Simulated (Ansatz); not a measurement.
**SnI2 (model cell, started as fluorite): a soft mode frozen in**

Aim: this structure of SnI2 (model cell, started as fluorite) is to be tested for unstable modes, and one is followed downhill.

Method: DFT r2SCAN, scalar-relativistic, plane waves, PAW, in Ansatz 0.2.0.

This is a report of a sequence of runs, with most program output left out.

The structure was built from a prototype and need not be the compound's stable phase.

## Step 1: The starting structure

Symmetry: Fm-3m, No. 225, cubic system. The conventional cell has a = 7.829 Å, b = 7.829 Å, c = 7.829 Å, α = 90.00°, β = 90.00°, γ = 90.00°. Nearest to Sn lie 8 I at 3.39 Å. I has 4 Sn at 3.39 Å nearest. Farther neighbours and most contacts between anions are not listed.

## Step 2: Phonons on a q mesh

The cell comes from relaxations at this level that are not shown. Stability and thermal properties need the whole zone. Linear response on a 2×2×2 q mesh gives force constants as far as a supercell of that size would, and the tensors from the zone-centre run are typed in so that the long-range dipole term is interpolated apart.

The input, input.yaml:

```yaml
crystal:
  lattice:
    - [0.0, 3.9145805793, 3.9145805793]
    - [3.9145805793, 0.0, 3.9145805793]
    - [3.9145805793, 3.9145805793, 0.0]
  atoms:
    - { symbol: Sn, position: [0.0, 0.0, 0.0] }
    - { symbol: I, position: [0.25, 0.25, 0.25] }
    - { symbol: I, position: [0.75, 0.75, 0.75] }
kpoints:
  mp_grid: { grid: [8, 8, 8] }
hamiltonian:
  xc: r2scan
scf:
  occupations: { method: fixed }
output:
  eigenvalues: true
phonons:
  method: dfpt
  qmesh: [2, 2, 2]
  temperatures: { t_max: 1000, t_step: 50 }
  qpath:
    path:
      - [[0.0, 0.0, 0.0], [0.5, 0.0, 0.5], [0.625, 0.25, 0.625]]
      - [[0.375, 0.375, 0.75], [0.0, 0.0, 0.0], [0.5, 0.5, 0.5], [0.5, 0.25, 0.75], [0.5, 0.0, 0.5]]
    npoints: 10
  non_analytic_term:
    high_frequency_dielectric_tensor: [[7.5828, 0.0, 0.0], [0.0, 7.5828, 0.0], [0.0, 0.0, 7.5828]]
    born_effective_charges:
      - { species: Sn, tensor: [[4.5453, 0.0, 0.0], [0.0, 4.5453, 0.0], [0.0, 0.0, 4.5453]] }
      - { species: I, tensor: [[-2.2726, 0.0, 0.0], [0.0, -2.2726, 0.0], [0.0, 0.0, -2.2726]] }
      - { species: I, tensor: [[-2.2726, 0.0, 0.0], [0.0, -2.2726, 0.0], [0.0, 0.0, -2.2726]] }
    source: "zone-centre run at this cell"
```

Launch:

```console
> ansatz run input.yaml --threads 4 --pin off --max-ram 7168MiB --backend cpu --events-out ev --progress --plain --runs-dir out
```

Wall time 10 min (4 threads of Arm Neoverse V1, shared host); peak memory 4.6 GiB.

Numbers from this step:

```
gap on the k-mesh                                       : 1.762 eV
volume per atom                                         : 39.99 Å³
sum-rule residual before enforcement                    : 2.10e-4 eV/Å²
lowest frequency on the path                            : -53.63 cm⁻¹
point group                                             : m-3m
highest frequency on the path or at a solved wavevector : 112.6 cm⁻¹
highest optical mode at the zone centre (no LO-TO term) : 88.13 cm⁻¹
lowest optical zone-centre mode                         : -33.81 cm⁻¹
lowest mode on the q mesh (acoustic modes at Γ apart)   : -52.31 cm⁻¹
```

Frequencies (cm⁻¹) solved at each irreducible wavevector; negative means imaginary. Frequencies by wavevector, by row:

```
q in reciprocal lattice units  star  mode 1  mode 2  mode 3  mode 4  mode 5  mode 6  mode 7  mode 8  mode 9
                        0 0 0     1   -33.8   -33.8   -33.8       0       0       0    88.1    88.1    88.1
                     0 0 -0.5     4   -47.1   -47.1    43.4    53.4    53.4    73.1    73.1    79.3    81.2
                  0 -0.5 -0.5     3   -52.3   -52.3   -37.7    11.2    11.2    78.3    78.3   100.2   102.2
```

Interpolated from a 2×2×2 q mesh, with the LO-TO term (at Γ the limit along the path; where Γ stands inside the path, tables give the limit on arrival). The phonon branches at the labelled points (cm⁻¹):

```
    point  branch 1  branch 2  branch 3  branch 4  branch 5  branch 6  branch 7  branch 8  branch 9
        Γ       -34       -34         0         0         0        88        88        88       113
  halfway       -50       -50        19        19        58        66        84        84       109
        X       -52       -52       -38        11        11        78        78       100       102
  halfway       -51       -47       -35        18        18        78        79        94       101
        U       -48       -30       -28        30        31        76        79        80        97
jump to K       -48       -30       -28        30        31        76        79        80        97
  halfway       -44       -36        22        44        54        70        72        85        97
        Γ       -34       -34         0         0         0        88        88        88       113
  halfway       -40       -40        34        38        38        80        80        81       100
        L       -47       -47        43        53        53        73        73        79        81
  halfway       -48       -22        32        40        43        66        69        85        90
        W       -54       -24       -19        42        42        68        68        90        93
  halfway       -53       -37       -33        -2        32        74        82        89        99
        X       -52       -52       -38        11        11        78        78       100       102
```

Symmetry leaves 3 wavevectors to solve. The lowest mode among them, the acoustic zeros apart, lies at q = (0, -0.5, -0.5) and is imaginary, 52.3i cm⁻¹, so the energy falls along it.

## Step 3: The mode frozen in, largest atomic shift 0 Å

The mode followed lies at q = (0, -0.5, -0.5) with frequency 52.3i cm⁻¹ and is 2-fold degenerate, the softest among the wavevectors solved. At small amplitude the distorted cell has space group no. 63 by a symmetry search on the positions. The undistorted cell that holds it gives the zero of energy on the same k mesh.

System of this step: SnI2 (model cell, started as fluorite). Symmetry: Fm-3m, No. 225, cubic system. The conventional cell has a = 7.829 Å, b = 7.829 Å, c = 7.829 Å, α = 90.00°, β = 90.00°, γ = 90.00°. Sn has 8 I at 3.39 Å nearest. Nearest to I lie 4 Sn at 3.39 Å. Farther neighbours and most contacts between anions are not listed.

The input, input.yaml:

```yaml
crystal:
  lattice:
    - [0.0, -3.9145805793, -3.9145805793]
    - [0.0, 3.9145805793, -3.9145805793]
    - [7.8291611585, 0.0, 0.0]
  atoms:
    - { symbol: Sn, position: [0.0, 0.0, 0.0] }
    - { symbol: Sn, position: [0.5, 0.5, 0.5] }
    - { symbol: I, position: [0.0, 0.5, 0.75] }
    - { symbol: I, position: [0.5, 0.0, 0.25] }
    - { symbol: I, position: [1.0, 0.5, 0.25] }
    - { symbol: I, position: [0.5, 0.0, 0.75] }
kpoints:
  mp_grid: { grid: [4, 4, 4] }
hamiltonian:
  xc: r2scan
scf:
  occupations: { method: gaussian, width: 0.02 }
output:
  forces: true
  stress: true
  eigenvalues: true
```

Elapsed: 8.7 s, on 4 threads; peak memory 1.2 GiB; 34 s of CPU time.

This step gave:

```
pressure                         : 0.004549 GPa
gap on the k-mesh                : 1.760 eV
energy from the undistorted cell : 0 meV/atom
```

At this level the gap is 1.76 eV on the k-mesh of the self-consistent run, which can miss the band edges.

## Step 4: The mode frozen in, largest atomic shift 0.45 Å

The atoms are moved along the unstable eigenvector, the largest shift by 0.45 Å, with the cell fixed.

input.yaml, the sections that differ from step 3:

```yaml
crystal:
  lattice:
    - [0.0, -3.9145805793, -3.9145805793]
    - [0.0, 3.9145805793, -3.9145805793]
    - [7.8291611585, 0.0, 0.0]
  atoms:
    - { symbol: Sn, position: [0.057477422, 0.057477422, 0.0] }
    - { symbol: Sn, position: [0.442522578, 0.442522578, 0.5] }
    - { symbol: I, position: [0.0068901192, 0.4931098808, 0.75] }
    - { symbol: I, position: [0.4931098808, 0.0068901192, 0.25] }
    - { symbol: I, position: [1.0068901192, 0.4931098808, 0.25] }
    - { symbol: I, position: [0.4931098808, 0.0068901192, 0.75] }
# kpoints, hamiltonian, scf, output: as in step 3
```

Wall time 11 s (4 threads); peak memory 1.3 GiB; 42 s of CPU time.

Numbers from this step:

| Quantity | Value |
| --- | --- |
| pressure | 1.434 GPa |
| gap on the k-mesh | 1.711 eV |
| energy from the undistorted cell | -20.76 meV/atom |

The energy, extrapolated to zero smearing, is -20.76 meV/atom against the undistorted cell.

The run ends at a pressure of 1.43 GPa, with forces up to 0.14 eV/Å.

## Step 5: Energy along the mode, all amplitudes (two of the runs are shown above)

An imaginary frequency means negative curvature, so the energy should fall and then rise again as anharmonic terms take over.

This step gave:

- depth at the lowest point sampled: 20.76 meV/atom
- largest atomic shift at that point: 0.45 Å

Table of energy from the parent by largest atomic shift:

```
largest atomic shift (Å)  energy from the parent (meV/atom)
                   0.000                                  0
                   0.040                              -0.33
                   0.080                              -1.30
                   0.140                              -3.85
                   0.220                              -8.73
                   0.320                              -15.5
                   0.450                              -20.8
                   0.600                              -12.7
```

Displacement at unit largest shift by atom:

```
atom  x (Å)  y (Å)  z (Å)  size
 Sn1   0.00   0.00  -1.00  1.00
 Sn2   0.00   0.00   1.00  1.00
  I3   0.00  -0.12   0.00  0.12
  I4   0.00   0.12   0.00  0.12
  I5   0.00  -0.12   0.00  0.12
  I6   0.00   0.12   0.00  0.12
```

The lowest of the steps tried is at 0.45 Å, 20.8 meV/atom below the parent; the bottom of the well need not coincide with a step.

## Step 6: Relaxation from the frozen mode

Starting from the lowest point found, all atoms and the cell are let go, so that strain and other modes of the same symmetry can join in.

Changes to input.yaml since step 4:

```diff
@@ -17,3 +17,3 @@
 scf:
-  occupations: { method: gaussian, width: 0.02 }
+  occupations: { method: fixed }
 output:
@@ -22 +22,6 @@
   eigenvalues: true
+relax:
+  adjacent_minimum: "off"
+  f_tol: 0.002
+  max_steps: 120
+  cell: { stress_tol: 0.03 }
```

Wall time 1.7 min (4 threads); peak memory 1.4 GiB; 6.7 min of CPU time.

Relaxation path:

```
step  energy less that of the first step (eV)  largest force component (eV/Å)  pressure (GPa)  volume (Å³)
   1                                   0.0000                          0.1428            1.43       239.95
   2                                  -0.0784                          0.2018            0.15       250.84
   3                                  -0.1134                          0.1792           -0.02       256.67
   4                                  -0.1510                          0.1170            0.38       268.10
   5                                  -0.1517                          0.0648            0.08       276.60
   6                                  -0.1577                          0.0127           -0.03       272.59
   7                                  -0.1578                          0.0026            0.01       272.54
   8                                  -0.1578                          0.0007            0.00       272.67
  9*                                  -0.1625                          0.0008            0.01       272.67
```

Relaxation steps marked * repeat the geometry before them on a plane-wave basis chosen anew for their cell, so energy and pressure can jump there.

Forces are held to the 8 operations that the run works with; a distortion that breaks them can't arise in this run.

```
conventional cell, symmetrised  before  after   change
                         a (Å)   7.829  8.114   +3.6 %
                         b (Å)   7.829  8.465   +8.1 %
                         c (Å)   7.829  7.940   +1.4 %
              volume (Å³/atom)   39.99  45.45  +13.6 %
```

The atoms that moved most (Å, as changes of fractional coordinates times the final cell):

```
atom     dx     dy      dz  length
 Sn2  0.000  0.000   0.331   0.331
 Sn1  0.000  0.000  -0.331   0.331
```

The relaxed structure:

```xyz
6
Lattice="0.0000 -4.0569 -4.2324 0.0000 4.0569 -4.2324 7.9401 0.0000 0.0000" Properties=species:S:1:pos:R:3 pbc="T T T"
Sn    0.0000    0.0000   -0.8176
Sn    3.9701    0.0000   -3.4148
I     5.9551    1.9771   -2.1162
I     1.9850   -1.9771   -2.1162
I     1.9850   -2.0798   -6.3486
I     5.9551   -1.9771   -2.1162
```

This step gave:

```
pressure          : 0.009097 GPa
gap on the k-mesh : 1.865 eV
volume per atom   : 45.45 Å³
```

The distorted start has space group Cmcm; the relaxation ends in Cmcm.

## Step 7: The new phase in its own primitive cell

The relaxed structure is symmetrised, reduced to its primitive cell and relaxed tightly, as its phonons need.

input.yaml, the sections that differ from step 6:

```yaml
crystal:
  lattice:
    - [4.0569238599, -4.2324150039, 0.0]
    - [4.0569238599, 4.2324150039, 0.0]
    - [0.0, 0.0, 7.9401267808]
  atoms:
    - { symbol: Sn, position: [0.6534101555, 0.3465898445, 0.75] }
    - { symbol: Sn, position: [0.3465898445, 0.6534101555, 0.25] }
    - { symbol: I, position: [0.2563256931, 0.2563256931, 0.5] }
    - { symbol: I, position: [0.7436743069, 0.7436743069, 0.0] }
    - { symbol: I, position: [0.2563256931, 0.2563256931, 0.0] }
    - { symbol: I, position: [0.7436743069, 0.7436743069, 0.5] }
relax:
  adjacent_minimum: "off"
  f_tol: 0.001
  max_steps: 60
  cell: { stress_tol: 0.01 }
# kpoints, hamiltonian, scf, output: as in step 6
```

Elapsed: 58 s, on 4 threads; peak memory 1.4 GiB; 3.8 min of CPU time.

Little changed from the start: no atom moved by 0.005 Å and no cell edge by 0.1 %.

This step gave:

- pressure: 7.85e-4 GPa
- gap on the k-mesh: 1.868 eV
- volume per atom: 45.52 Å³
- direct gap on mesh: 1.953 eV

The largest force component left is 0.30 meV/Å and the pressure is 0.001 GPa, within the tolerances set. The cell now holds 45.52 Å³/atom.

## Step 8: Outcome

```json
{
  "unstable mode of the parent": "q = (0, -0.5, -0.5), 52i cm⁻¹",
  "depth at the lowest point sampled": "20.8 meV/atom",
  "largest atomic shift at that point": "0.45 Å",
  "space group reached (within 0.01 Å)": "Cmcm",
  "energy gained over the parent (first relaxation, on the mesh of the frozen mode)": "47.8 meV/atom",
  "volume per atom, phase reached": "45.5 Å³",
  "gap on the k-mesh, phase reached": "1.87 eV"
}
```

**Reading.** Along this mode the structure falls into Cmcm, 47.8 meV/atom below the parent. At the parent's cell the well is 20.76 meV/atom deep on the steps tried, with its lowest point at a shift of 0.45 Å. Relaxing atoms and cell changes the gain by +27.08 meV/atom against the lowest step (energies at zero smearing). The modes of the phase reached were not computed on this path. Of the 3 patterns followed to their end from this parent, this one ends 33.0 meV/atom above the lowest, Pmmn. Each path keeps the symmetry of its pattern, so a lower phase may lie along a pattern not tried. The program warns that the interpolation holds no quadrupole term, so branches close to Γ can be off in this crystal. Spin-orbit coupling is left out, which can matter for the heavy elements here. The starting cell was built on a prototype and not taken from a measurement, so the phase need not exist.

[Logs are printed without paths, hosts, clocks, repeated set-up lines and the standing remarks that a program may print on its own settings, such as how far it seeks lower states.]

[Hosts, paths, dates, database ids (printed as entryN), source tags and the programs' standing remarks are cut or masked in the printed files.]
